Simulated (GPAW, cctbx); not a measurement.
## NaAlCu2F6: what bonding does to one electron reflection, worked out

NaAlCu2F6, Fm-3m (no. 225), a = 7.8968 Å, b = 7.8968 Å, c = 7.8968 Å, α = 90.00°, β = 90.00°, γ = 90.00°.

```
atom  mult.    x    y       z
 Cu1      8  1/4  1/4     3/4
 Al1      4    0    0       0
 Na1      4  1/2    0       0
  F1     24    0    0  0.7702
```

The cell comes from substitution in a known structure type and wasn't matched to any measured phase.

A DFT run (GPAW, PBE, 550 eV, 4×4×4 k-points, Fermi–Dirac width 0.05 eV) gives the static X-ray structure factor of 222 as 265.495 e for the conventional cell; superposed free atoms give 260.768 e. **Problem.** Find the Fourier component V of the crystal potential and the two-beam extinction distance at 200 kV in both cases.

### 1. Geometry

The cell volume is Ω = 492.44 Å³ and d(222) = 2.2796 Å, so g = 1/d = 0.4387 Å⁻¹.

### 2. The nuclei

Electrons feel nuclei as well as electrons, so the nuclear charges are summed with the same phases.

Phase sums Σ exp(2πi h·x), turned so that the total is real and positive: Cu +8.000, Al -4.000, Na -4.000, F +23.232. Then F_Z = 29 × (+8.000) + 13 × (-4.000) + 11 × (-4.000) + 9 × (+23.232) = 345.09 e. The electron term has the same sign for this reflection.

### 3. Mott–Bethe

Poisson's equation, term by term, gives V = (e/4πε₀)(F_Z − F)/(πΩg²), with e/4πε₀ = 14.3996 V Å.

The prefactor is 14.3996 × 2.2796²/(π × 492.44) = 0.04837 V per electron. Free atoms: (345.09 − 260.768) × 0.04837 = 4.078 V. Crystal: (345.09 − 265.495) × 0.04837 = 3.850 V. F changes by +1.81 % and V by -5.6 %: the same 4.73 e is measured against F_Z − F = 84.3 e in place of F = 260.8 e.

### 4. Extinction distance

In the two-beam case ξ = 1/(λU) with U = 2γm₀eV/h², that is ξ = 150.41 V Å²/(γλV).

At 200 kV, λ = 0.02508 Å and γ = 1.3914. Free atoms: ξ = 1057 Å. Crystal: ξ = 1120 Å. The thickness fringes go as sin²(πt/ξ), so the two patterns slip by a quarter of a period when t|1/ξ₁ − 1/ξ₀| = 1/4, at t ≈ 471 nm. Thermal motion, absorption and many-beam coupling, left out here, change a real pattern.

### 5. Answer

V(222) is 3.85 V against 4.08 V, and ξ is 1120 against 1057 Å. Limits: static atoms, two beams; no Hubbard U on Cu.

[Outputs are excerpts: Python notices, other lines and further rows are left out; steps that failed or that the build refused (PBEsol, TPSS) are not shown.]

[Logs are printed without paths, hosts, clocks, repeated set-up lines and the standing remarks that a program may print on its own settings, such as how far it seeks lower states.]
